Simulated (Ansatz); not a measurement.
In doubt: masses and optical values from hybrid runs of this build are listed as unsure, which bears on the screening that GW takes from such a start.

BaTiO3 (Barioperovskite), computed twice by G0W0.

```
Ba Ti O
1.0
     3.98550    0.00000    0.00000
     0.00000    2.83690    2.84515
     0.00000   -2.83690    2.84515
Ba Ti O
1 1 3
Direct
  0.00000 0.00000 0.00000
  0.50000 0.51240 0.51240
  0.00000 0.48740 0.48740
  0.50000 0.50524 0.99184
  0.50000 0.99184 0.50524
```

The cell and positions come from the Crystallography Open Database and are kept as given unless a step says otherwise. Spin-orbit coupling is left out unless a run names it.

The first (Ansatz 0.2.0; start HSE06, 6×6×6 mesh, 382 empty bands, screening to 190 eV, hard PAW files; 1 × NVIDIA H100 80GB HBM3 (shared by 3 runs) with 4 threads of AMD EPYC 7R13 (Zen 3), shared host) gave, on its mesh: starting gap 3.31 eV, G0W0 gap 3.64 eV, RPA ε∞ (mean) 4.55, 6 min.

Question: The second changes start from HSE06 to PBE0. What does it give?

It gave: starting gap 4.06 eV, G0W0 gap 3.91 eV, RPA ε∞ (mean) 4.24, 6.4 min. The G0W0 gap moves by +0.27 eV, +0.74 eV from the start and −0.48 eV from the correction. Σc changes by −0.14 eV at the valence top and +0.14 eV at the conduction bottom, and Σx − Vxc between them by −0.77 eV.

Limits: not at the basis limit; no spin-orbit coupling.

[Paths, hosts, dates, memory and timing lines, banners, echoed tables and standing remarks are left out of the program output.]

[Logs are printed without paths, hosts, clocks, repeated set-up lines and the standing remarks that a program may print on its own settings, such as how far it seeks lower states.]

[Runs of the session that timed out or met a known fault of the program may be left out.]

[Cells called generated may have been cut or substituted from an entry of the Crystallography Open Database or the Materials Project.]

[Hosts, paths, dates, database ids (printed as entryN), source tags and the programs' standing remarks are cut or masked in the printed files.]
